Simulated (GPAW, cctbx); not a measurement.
# Sc2Bi: what bonding does to one electron reflection, worked out

Sc2Bi, Fd-3m (no. 227, origin choice 1), a = 8.4930 Å, b = 8.4930 Å, c = 8.4930 Å, α = 90.00°, β = 90.00°, γ = 90.00°.

| atom | mult. | x | y | z |
| --- | --- | --- | --- | --- |
| Bi1 | 8 | 1/4 | 1/4 | 3/4 |
| Sc1 | 16 | 3/8 | 5/8 | 7/8 |

The cell comes from substitution in a known structure type and wasn't matched to any measured phase.

A DFT run (GPAW, PBE, 450 eV, 5×5×5 k-points, Fermi–Dirac width 0.1 eV) gives the static X-ray structure factor of 111 as 294.655 e for the conventional cell; superposed free atoms give 295.989 e. **Problem.** Find the Fourier component V of the crystal potential and the two-beam extinction distance at 300 kV in both cases.

**1. Geometry**

The cell volume is Ω = 612.61 Å³ and d(111) = 4.9034 Å, so g = 1/d = 0.2039 Å⁻¹.

**2. The nuclei**

Electrons feel nuclei as well as electrons, so the nuclear charges are summed with the same phases.

Phase sums Σ exp(2πi h·x), turned so that the total is real and positive: Bi +5.657, Sc -8.000. Then F_Z = 83 × (+5.657) + 21 × (-8.000) = 301.52 e. The electron term has the same sign for this reflection.

**3. Mott–Bethe**

Poisson's equation, term by term, gives V = (e/4πε₀)(F_Z − F)/(πΩg²), with e/4πε₀ = 14.3996 V Å.

The prefactor is 14.3996 × 4.9034²/(π × 612.61) = 0.17989 V per electron. Free atoms: (301.52 − 295.989) × 0.17989 = 0.995 V. Crystal: (301.52 − 294.655) × 0.17989 = 1.235 V. F changes by -0.45 % and V by +24.1 %: the same 1.33 e is measured against F_Z − F = 5.5 e in place of F = 296.0 e.

**4. Extinction distance**

In the two-beam case ξ = 1/(λU) with U = 2γm₀eV/h², that is ξ = 150.41 V Å²/(γλV).

At 300 kV, λ = 0.01969 Å and γ = 1.5871. Free atoms: ξ = 4839 Å. Crystal: ξ = 3899 Å. The thickness fringes go as sin²(πt/ξ), so the two patterns slip by a quarter of a period when t|1/ξ₁ − 1/ξ₀| = 1/4, at t ≈ 501 nm. Thermal motion, absorption and many-beam coupling, left out here, change a real pattern.

**5. Answer**

V(111) is 1.23 V against 0.99 V, and ξ is 3899 against 4839 Å. Limits: static atoms, two beams.
